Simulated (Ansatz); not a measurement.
# How the smearing shapes the phonons of YRh (Pm-3m)

Aim: see how the phonons of YRh (Pm-3m) along the first symmetry line respond to the electronic smearing.

Calculated with Ansatz 0.2.0; DFT PBEsol, scalar-relativistic, plane waves, PAW.

## 1. Set-up

The structure is cubic, space group Pm-3m (No. 221). Conventional cell: a = 3.407 Å, b = 3.407 Å, c = 3.407 Å, α = 90.00°, β = 90.00°, γ = 90.00°. Nearest to Y lie 8 Rh at 2.95 Å. Nearest to Rh lie 8 Y at 2.95 Å. Farther neighbours are not listed.

## 2. Relaxing cell and atoms

Lattice constant and positions set the bands and the force constants, so the cell is relaxed first.

Contents of input.yaml:

```yaml
crystal:
  lattice:
    - [3.407, 0.0, 0.0]
    - [0.0, 3.407, 0.0]
    - [0.0, 0.0, 3.407]
  atoms:
    - { symbol: "Y", position: [0.5, 0.5, 0.5] }
    - { symbol: Rh, position: [0.0, 0.0, 0.0] }
kpoints:
  mp_grid: { grid: [8, 8, 8] }
hamiltonian:
  xc: pbesol
scf:
  occupations: { method: gaussian, width: 0.1 }
output:
  forces: true
  stress: true
  eigenvalues: true
relax:
  adjacent_minimum: "off"
  f_tol: 0.005
  max_steps: 80
  cell: { stress_tol: 0.05 }
```

Run with:

```
$ ansatz run input.yaml --threads 4 --pin off --max-ram 8192MiB --backend cpu --events-out ev --progress --plain --runs-dir out
```

Numbers of over 12 decimals in the logs are rounded to 6 here.

Output:

```text
[the first part of the log is left out]
  E_xc         = -393.783494
  E_vxc        = -478.051481  (∫ρ·V_xc dr)
  E_paw        = -6298.918118  (= ΣΔE_a)
  E_vpaw       = -329.047148  (= ΣTr[D̂ρ^β])
  E_aug_tail   = 0.000866  (compensation charges beyond the density's cutoff)
  E_ewald      = -3112.573559
  E_core_change = 0.424972  (= ΣΔE_core)
  E_smearing   = -0.011317  (= −TS)
  E_closure    = -0.000000  (closes the sum)
  Σ components = -10135.397938   (vs F -10135.397938, Δ=0.00e0)
--- Forces (eV/Å), atoms counted from 1 ---
  atom   1  Y      0.00000000     0.00000000     0.00000000
  atom   2  Rh    -0.00000000     0.00000000    -0.00000000
  max |Σ_I F_I| component: 1.89e-29 eV/Å
--- Stress (GPa, compression-positive) ---
        0.006404       0.000000      -0.000000
        0.000000       0.006404      -0.000000
       -0.000000      -0.000000       0.006404
  P = ⅓ Tr σ = 0.0064 GPa (0.064 kbar)
--- Band table (eV; the first three rows and the last of 35) ---
  k-point 0: bands = ["-62.1158", "-30.0490", "-30.0490", "-30.0490", "-26.0851", "-5.9232", "-5.9232", "-5.9232", "9.9022", "11.8390", "11.8390", "14.1515", "14.1515", "14.1515", "18.1188", "18.1188", "21.9333", "21.9333"]
  k-point 1: bands = ["-62.1155", "-30.0551", "-30.0486", "-30.0486", "-26.0760", "-6.0166", "-5.9186", "-5.9186", "10.2069", "11.9536", "12.0423", "14.1233", "14.1233", "14.1985", "17.8685", "18.1946", "20.8319", "20.8319"]
  k-point 2: bands = ["-62.1150", "-30.0698", "-30.0474", "-30.0474", "-26.0540", "-6.2348", "-5.9073", "-5.9073", "11.0401", "12.2679", "12.5446", "14.0657", "14.0657", "14.3168", "17.2393", "18.0655", "19.4722", "19.4722"]
  k-point 34: bands = ["-62.1112", "-30.0755", "-30.0755", "-30.0755", "-25.9439", "-6.3744", "-6.3744", "-6.3744", "13.4047", "13.4047", "13.4047", "14.8024", "14.8024", "14.8024", "15.2103", "15.2103", "20.9123", "22.9000"]
--- Relaxed structure (4 steps of the walk, 3 accepted, 1 SCFs on fresh bases) ---
  F+E_penalty+E_count = -10135.39793839 eV   max|allowed force component| = 9.598e-30 eV/Å   (the final SCF, on the basis selected at the relaxed cell)
  cell:  # Å, volume = 38.7732 Å³
    - [3.384626, 0, 0]
    - [0, 3.384626, 0.0]
    - [0, 0.0, 3.384626]
  atoms:
    - { symbol: Y, position: [0.500000, 0.500000, 0.500000] }
    - { symbol: Rh, position: [0, 0, 0] }
```

Run time: 3.9 s. Hardware: 4 threads of Arm Neoverse N1, shared host; peak memory 0.34 GiB.

Step by step:

```tsv
step	energy less that of the first step (eV)	largest force component (eV/Å)	pressure (GPa)	volume (Å³)
1	0.0000	0.0000	-2.29	39.55
2	0.0080	0.0000	3.95	37.61
3	-0.0057	0.0000	-0.12	38.81
4	-0.0057	0.0000	0.00	38.77
5	-0.0056	0.0000	0.01	38.77
```

The log counts 1 steps on a newly chosen plane-wave basis, not all of them marked here; energy and pressure can jump at such steps. Relaxation step 2 was tried and not accepted.

```tsv
conventional cell, symmetrised	before	after	change
a (Å)	3.407	3.385	-0.7 %
b (Å)	3.407	3.385	-0.7 %
c (Å)	3.407	3.385	-0.7 %
volume (Å³/atom)	19.77	19.39	-2.0 %
```

Final coordinates:

```
Y Rh
1.0
     3.38463    0.00000    0.00000
     0.00000    3.38463    0.00000
     0.00000    0.00000    3.38463
Y Rh
1 1
Direct
  0.50000 0.50000 0.50000
  0.00000 0.00000 0.00000
```

Numbers from this step:

```
pressure          : 0.006404 GPa
volume per atom   : 19.39 Å³
metallic on mesh  : yes
gap on the k-mesh : 0 eV
```

The largest force is now zero by symmetry and the largest stress component 0.0064 GPa, small enough for phonons.

## 3. Phonons along a line: Fermi–Dirac smearing of 0.1 eV

Each wavevector is solved by itself, so no interpolation smooths a dip of the branch.

Contents of input.yaml:

```yaml
crystal:
  lattice:
    - [3.3846255418, 0.0, 0.0]
    - [0.0, 3.3846255418, 0.0]
    - [0.0, 0.0, 3.3846255418]
  atoms:
    - { symbol: "Y", position: [0.5, 0.5, 0.5] }
    - { symbol: Rh, position: [0.0, 0.0, 0.0] }
kpoints:
  mp_grid: { grid: [16, 16, 16] }
hamiltonian:
  xc: pbesol
scf:
  occupations: { method: fermi_dirac, width: 0.1 }
output:
  eigenvalues: true
phonons:
  method: dfpt
  qpoints:
    - [0, 0, 0]
    - [0.0, 0.0625, 0.0]
    - [0.0, 0.1875, 0.0]
    - [0.0, 0.3125, 0.0]
    - [0.0, 0.4375, 0.0]
```

Output:

```text
[...]
Crystal: 2 atoms, lattice volume = 38.773 Å³
Basis set: ecut = 420 eV, 739 PW (Γ), exchange–correlation on 48×48×48 points (8 copies of the dense FFT grid, shifted against one another)
Bands: 18, of which v1, the nominal top of the filled ones, is band 14 counted from 1 (13 counted from 0)
Symmetry: 48 space group operations
k-points: 165 of 4096
[...]
SCF iter   1: F=—  HF=-10135.451016 eV  |F-HF|=—  |Δ(HF+E_count)|=         —  Δρ=1.15e-2  dr2=7.24e-2  ethr=1.77e-3  ⟨swp⟩=4.3  Hψ=12115  notcnv=0
[...]
SCF iter   8: F=-10135.442956 eV  HF=-10135.442956 eV  |F-HF|=0.00e0  |Δ(HF+E_count)|=    0.00e0  Δρ=5.08e-8  dr2=6.86e-13  ethr=1.00e-12  ⟨swp⟩=5.0  Hψ=11589  notcnv=0
SCF 1 converged in 8 iterations: F = -10135.442956 eV  dr2 = 6.86e-13
[...]
NSCF: frozen V_eff on 165 k-points
[...]
DFPT response loops at q = (0, 0, 0) (fractional): preconditioner auto → Kerker (q_TF=auto, 2.584 Å⁻¹) (partly filled bands, converged f_vac=0.000); β = 1.00, the filter's whole step (`scf.mixing.beta` (0.50) is not read by the response loops under this deck's `scf.mixing.preconditioner`; to damp them name `kerker` or `kerker_dos`, under which they read `scf.mixing.beta`, and type it under 1.00, their step now; both keys bind the ground state too); Broyden in place of MSR1
[...]
SCF converged after 8 iterations
Free energy (F): -10135.442956 eV
[...]
Internal energy: -10135.410948 eV  (E = F + TS)
E sigma→0 (E₀):  -10135.426952 eV
Entropy (-TS):   -0.032008 eV (-16.004 meV/atom)
Fermi energy:    15.848456 eV
[...]
--- Band table (eV; the first three rows and the last of 165) ---
  k-point 0: bands = [... 10 lower, 11.8474, 14.1634, 14.1634, 14.1634, 18.1198, 18.1198, 21.9284, 21.9284]
  k-point 1: bands = [... 10 lower, 11.9000, 14.1558, 14.1558, 14.1755, 18.0550, 18.1434, 21.5425, 21.5425]
  k-point 2: bands = [... 10 lower, 12.0509, 14.1352, 14.1352, 14.2105, 17.8689, 18.1959, 20.8284, 20.8284]
  k-point 164: bands = [... 10 lower, 13.4154, 14.8016, 14.8016, 14.8016, 15.2263, 15.2263, 20.9185, 22.8915]
--- Phonons (Γ-DFPT): 2 representative perturbations + reference (Σ response iterations 6) ---
  ASR residual: 8.933e-4 → 0.000e0 eV/Å²; symmetrization residual: 7.975e-6 eV/Å²
  ASR residual per site (eV/Å²): 2.58e-4 8.93e-4
  Γ frequencies (cm⁻¹): 0.00 0.00 0.00 145.03 145.03 145.03
  non-analytic LO–TO correction: not included (Born effective charges unavailable; polar crystals: no LO–TO splitting at Γ)
--- Phonons (arbitrary-q DFPT): 5 explicit q-points ---
  q = [0, 0, 0] (of the zone-centre solve; hermiticity 4.32e-6, symmetrization 4.04e-12): -0.00 -0.00 0.00 145.03 145.03 145.03
  q = [0, 0.0625, 0] (4 solved perturbations in 4032 linear systems a pass and spin channel, the states on 1296 of 4096 k-point pairs; hermiticity 1.12e-6, symmetrization 9.20e-11): 13.59 13.59 27.39 144.35 144.35 148.36
[...]
sum rule: each row above includes the acoustic sum rule's correction from the zone centre's row sums; it moved no ω² by more than (1.54 cm⁻¹)²
```

Run time: 7.2 min. Hardware: 4 threads; peak memory 2.2 GiB.

Each wavevector solved by linear response. Table of frequency by |q| along the line:

```tsv
|q| along the line (Å⁻¹)	mode 1 = mode 2 (cm⁻¹)	mode 3 (cm⁻¹)	mode 4 (cm⁻¹)	mode 5 (cm⁻¹)	mode 6 (cm⁻¹)
0.000	0	0	145	145	145
0.116	13.6	27.4	144	144	148
0.348	40.1	76.5	139	139	171
0.580	64.4	109	127	127	198
0.812	85.5	114	114	124	213
```

## 4. Phonons along a line: Fermi–Dirac smearing of 0.25 eV

Each wavevector is solved by itself, so no interpolation smooths a dip of the branch.

input.yaml: that of step 3 with these lines changed.

```diff
@@ -13,3 +13,3 @@
 scf:
-  occupations: { method: fermi_dirac, width: 0.1 }
+  occupations: { method: fermi_dirac, width: 0.25 }
 output:
```

Wider smearing eases the sum over k-points of a metal but moves the result away from its zero-temperature value.

Output:

```text
band count auto-derived: 20 (N_el = 28.0; filled up to band 14; 18 by the electrons, moments and atoms)
[...]
Crystal: 2 atoms, lattice volume = 38.773 Å³
Basis set: ecut = 420 eV, 739 PW (Γ), exchange–correlation on 48×48×48 points (8 copies of the dense FFT grid, shifted against one another)
Bands: 20, of which v1, the nominal top of the filled ones, is band 14 counted from 1 (13 counted from 0)
[... 1 set-up line as in the run before ...]
k-points: 165 of 4096
[...]
SCF iter   1: F=—  HF=-10135.535208 eV  |F-HF|=—  |Δ(HF+E_count)|=         —  Δρ=1.14e-2  dr2=7.41e-2  ethr=1.77e-3  ⟨swp⟩=4.1  Hψ=12698  notcnv=0
[...]
SCF iter   8: F=-10135.526878 eV  HF=-10135.526878 eV  |F-HF|=3.64e-12  |Δ(HF+E_count)|=    0.00e0  Δρ=6.86e-8  dr2=1.19e-12  ethr=1.00e-12  ⟨swp⟩=5.0  Hψ=12265  notcnv=0
SCF 1 converged in 8 iterations: F = -10135.526878 eV  dr2 = 1.19e-12
[...]
SCF converged after 8 iterations
Free energy (F): -10135.526878 eV
[...]
Internal energy: -10135.317473 eV  (E = F + TS)
E sigma→0 (E₀):  -10135.422175 eV
Entropy (-TS):   -0.209404 eV (-104.702 meV/atom)
Fermi energy:    15.818320 eV
[...]
--- Band table (eV; the first three rows and the last of 165) ---
  k-point 0: bands = [... 10 lower, 11.8469, 14.1623, 14.1623, 14.1623, 18.1241, 18.1241, 21.9359, 21.9359, ... 2 higher]
  k-point 1: bands = [... 10 lower, 11.8995, 14.1547, 14.1547, 14.1744, 18.0593, 18.1477, 21.5490, 21.5490, ... 2 higher]
  k-point 2: bands = [... 10 lower, 12.0503, 14.1340, 14.1340, 14.2094, 17.8732, 18.2000, 20.8339, 20.8339, ... 2 higher]
  k-point 164: bands = [... 10 lower, 13.4144, 14.8036, 14.8036, 14.8036, 15.2252, 15.2252, 20.9161, 22.9007, ... 2 higher]
[...]
ASR residual: 1.185e-3 → 0.000e0 eV/Å²; symmetrization residual: 9.841e-6 eV/Å²
  ASR residual per site (eV/Å²): 1.18e-3 1.03e-3
  Γ frequencies (cm⁻¹): 0.00 0.00 0.00 145.66 145.66 145.66
[...]
--- Phonons (arbitrary-q DFPT): 5 explicit q-points ---
[...]
```

It took 7.6 min on 4 threads; peak memory 2.4 GiB.

Each wavevector solved by linear response. Table of frequency by |q| along the line:

```tsv
|q| along the line (Å⁻¹)	mode 1 = mode 2 (cm⁻¹)	mode 3 (cm⁻¹)	mode 4 (cm⁻¹)	mode 5 (cm⁻¹)	mode 6 (cm⁻¹)
0.000	0	0	146	146	146
0.116	13.5	27.5	145	145	149
0.348	39.8	75.4	139	139	170
0.580	64.4	107	128	128	198
0.812	85.8	113	113	121	215
```

Against step 3 (now smearing width 0.25 eV), the free energy moves by -42.0 meV an atom.

## 5. Wavevectors along a line: Fermi–Dirac smearing of 0.04 eV

The smearing blurs the Fermi surface that screens the phonons; a Fermi–Dirac width is an electronic temperature.

input.yaml: that of step 4 with these lines changed.

```diff
@@ -13,3 +13,3 @@
 scf:
-  occupations: { method: fermi_dirac, width: 0.25 }
+  occupations: { method: fermi_dirac, width: 0.04 }
 output:
```

Narrower smearing comes nearer the zero-temperature value but asks more of the mesh.

Output:

```text
[...]
Crystal: 2 atoms, lattice volume = 38.773 Å³
Basis set: ecut = 420 eV, 739 PW (Γ), exchange–correlation on 48×48×48 points (8 copies of the dense FFT grid, shifted against one another)
Bands: 18, of which v1, the nominal top of the filled ones, is band 14 counted from 1 (13 counted from 0)
[... 1 set-up line as in the run before ...]
k-points: 165 of 4096
[...]
SCF iter   1: F=—  HF=-10135.437097 eV  |F-HF|=—  |Δ(HF+E_count)|=         —  Δρ=1.17e-2  dr2=7.51e-2  ethr=1.77e-3  ⟨swp⟩=4.9  Hψ=12424  notcnv=0
[...]
SCF iter   8: F=-10135.428677 eV  HF=-10135.428677 eV  |F-HF|=1.82e-12  |Δ(HF+E_count)|=    0.00e0  Δρ=4.94e-8  dr2=8.05e-13  ethr=1.00e-12  ⟨swp⟩=5.0  Hψ=10868  notcnv=0
SCF 1 converged in 8 iterations: F = -10135.428677 eV  dr2 = 8.05e-13
[...]
SCF converged after 8 iterations
Free energy (F): -10135.428677 eV
[...]
Internal energy: -10135.422375 eV  (E = F + TS)
E sigma→0 (E₀):  -10135.425526 eV
Entropy (-TS):   -0.006302 eV (-3.151 meV/atom)
Fermi energy:    15.864788 eV
[...]
--- Band table (eV; the first three rows and the last of 165) ---
  k-point 0: bands = [... 10 lower, 11.8462, 14.1616, 14.1616, 14.1616, 18.1190, 18.1190, 21.9280, 21.9280]
  k-point 1: bands = [... 10 lower, 11.8988, 14.1540, 14.1540, 14.1737, 18.0542, 18.1426, 21.5422, 21.5422]
  k-point 2: bands = [... 10 lower, 12.0497, 14.1334, 14.1334, 14.2087, 17.8682, 18.1951, 20.8281, 20.8281]
  k-point 164: bands = [... 10 lower, 13.4138, 14.8015, 14.8015, 14.8015, 15.2241, 15.2241, 20.9179, 22.8914]
[...]
ASR residual: 2.809e-4 → 0.000e0 eV/Å²; symmetrization residual: 7.716e-6 eV/Å²
  ASR residual per site (eV/Å²): 3.51e-5 2.81e-4
  Γ frequencies (cm⁻¹): 0.00 0.00 0.00 145.34 145.34 145.34
[...]
--- Phonons (arbitrary-q DFPT): 5 explicit q-points ---
[...]
```

Wall time 7.1 min (4 threads); peak memory 2.3 GiB; 28 min of CPU time.

Each wavevector solved by linear response. Frequency against |q| along the line:

```tsv
|q| along the line (Å⁻¹)	mode 1 = mode 2 (cm⁻¹)	mode 3 (cm⁻¹)	mode 4 (cm⁻¹)	mode 5 (cm⁻¹)	mode 6 (cm⁻¹)
0.000	0	0	145	145	145
0.116	13.6	26.9	145	145	148
0.348	40.1	76.4	139	139	169
0.580	64.3	109	127	127	195
0.812	85.5	114	114	124	209
```

Against step 3 (now smearing width 0.04 eV), the free energy moves by +7.1 meV an atom.

## 6. Wavevectors along a line: Methfessel–Paxton smearing of 0.2 eV

The smearing blurs the Fermi surface that screens the phonons; a Methfessel–Paxton width blurs it less than a thermal one.

input.yaml: that of step 5 with these lines changed.

```diff
@@ -13,3 +13,3 @@
 scf:
-  occupations: { method: fermi_dirac, width: 0.04 }
+  occupations: { method: methfessel_paxton, width: 0.2 }
 output:
```

Output:

```text
[...]
Crystal: 2 atoms, lattice volume = 38.773 Å³
Basis set: ecut = 420 eV, 739 PW (Γ), exchange–correlation on 48×48×48 points (8 copies of the dense FFT grid, shifted against one another)
Bands: 18, of which v1, the nominal top of the filled ones, is band 14 counted from 1 (13 counted from 0)
[... 1 set-up line as in the run before ...]
k-points: 165 of 4096
[...]
SCF iter   1: F=—  HF=-10135.434841 eV  |F-HF|=—  |Δ(HF+E_count)|=         —  Δρ=1.16e-2  dr2=7.43e-2  ethr=1.77e-3  ⟨swp⟩=4.0  Hψ=11868  notcnv=0
[...]
SCF iter   8: F=-10135.426487 eV  HF=-10135.426487 eV  |F-HF|=0.00e0  |Δ(HF+E_count)|=  1.82e-12  S|Δr|=    0.00e0  Δρ=5.43e-8  dr2=8.71e-13  ethr=1.00e-12  ⟨swp⟩=5.0  Hψ=11489  notcnv=0
SCF 1 converged in 8 iterations: F = -10135.426487 eV  dr2 = 8.71e-13
[...]
SCF converged after 8 iterations
Stability not checked: this state was not tested for a lower state beside it, because cold or Methfessel-Paxton smearing, or corrected tetrahedra, fill the levels in a way that the test cannot read (fill_not_monotonic; see scf.lower_state_search)
Free energy (F): -10135.426487 eV
[...]
Internal energy: -10135.424547 eV  (E = F + TS)
E sigma→0 (E₀):  -10135.426002 eV
Entropy (-TS):   -0.001940 eV (-0.970 meV/atom)
Fermi energy:    15.859381 eV
[...]
--- Band table (eV; the first three rows and the last of 165) ---
  k-point 0: bands = [... 10 lower, 11.8461, 14.1614, 14.1614, 14.1614, 18.1188, 18.1188, 21.9278, 21.9278]
  k-point 1: bands = [... 10 lower, 11.8987, 14.1538, 14.1538, 14.1735, 18.0540, 18.1424, 21.5420, 21.5420]
  k-point 2: bands = [... 10 lower, 12.0495, 14.1332, 14.1332, 14.2085, 17.8680, 18.1949, 20.8279, 20.8279]
  k-point 164: bands = [... 10 lower, 13.4136, 14.8015, 14.8015, 14.8015, 15.2238, 15.2238, 20.9179, 22.8912]
[...]
ASR residual: 7.246e-5 → 0.000e0 eV/Å²; symmetrization residual: 8.892e-6 eV/Å²
  ASR residual per site (eV/Å²): 5.46e-6 7.25e-5
  Γ frequencies (cm⁻¹): 0.00 0.00 0.00 145.29 145.29 145.29
[...]
--- Phonons (arbitrary-q DFPT): 5 explicit q-points ---
[...]
```

Run time: 7.3 min. Hardware: 4 threads; peak memory 2.3 GiB; 28 min of CPU time.

Each wavevector solved by linear response. Table of frequency by |q| along the line:

```tsv
|q| along the line (Å⁻¹)	mode 1 = mode 2 (cm⁻¹)	mode 3 (cm⁻¹)	mode 4 (cm⁻¹)	mode 5 (cm⁻¹)	mode 6 (cm⁻¹)
0.000	0	0	145	145	145
0.116	13.6	27.2	145	145	148
0.348	40.1	76.5	139	139	169
0.580	64.2	109	127	127	195
0.812	85.3	114	114	124	210
```

Against step 3 (now occupations Methfessel-Paxton and smearing width 0.2 eV), the free energy moves by +8.2 meV an atom.

## 7. The lowest branch at each setting

The lowest frequency by |q| along the line:

```tsv
|q| along the line (Å⁻¹)	fermi dirac 0.1 eV, k 16x16x16 (cm⁻¹)	fermi dirac 0.25 eV, k 16x16x16 (cm⁻¹)	fermi dirac 0.04 eV, k 16x16x16 (cm⁻¹)	methfessel paxton 0.2 eV, k 16x16x16 (cm⁻¹)
0.000	0	0	0	0
0.116	13.6	13.5	13.6	13.6
0.348	40.1	39.8	40.1	40.1
0.580	64.4	64.4	64.3	64.2
0.812	85.5	85.8	85.5	85.3
```

## 8. What came out

| Property | Result |
| --- | --- |
| phonon run of the rows without a label of their own | PBEsol, k 16×16×16 |
| lowest branch at the last solved point, Fermi–Dirac 0.1 eV | 85.5 cm⁻¹ at \|q\| = 0.812 Å⁻¹ |
| lowest branch at the last solved point, Fermi–Dirac 0.25 eV | 85.8 cm⁻¹ at \|q\| = 0.812 Å⁻¹ |
| lowest branch at the last solved point, Fermi–Dirac 0.04 eV | 85.5 cm⁻¹ at \|q\| = 0.812 Å⁻¹ |
| lowest branch at the last solved point, Methfessel–Paxton 0.2 eV | 85.3 cm⁻¹ at \|q\| = 0.812 Å⁻¹ |

What this shows: No branch softens by more than 4 % of the top frequency as the smearing narrows, so no anomaly that hangs on the smearing shows at these points. The line holds 5 wavevectors, so a narrow dip between them would be missed. Between Fermi–Dirac 0.25 eV and Fermi–Dirac 0.04 eV the largest change, with modes counted by rank of frequency, is in mode 6 at |q| = 0.812 Å⁻¹, from 215 to 209 cm⁻¹. Where branches cross, a count by rank can hide a softening. At the narrowest width the k mesh may not resolve the Fermi surface, so part of the change can be mesh noise.

[Logs are printed without paths, hosts, clocks, repeated set-up lines and the standing remarks that a program may print on its own settings, such as how far it seeks lower states.]

[Hosts, paths, dates, database ids (printed as entryN), source tags and the programs' standing remarks are cut or masked in the printed files.]
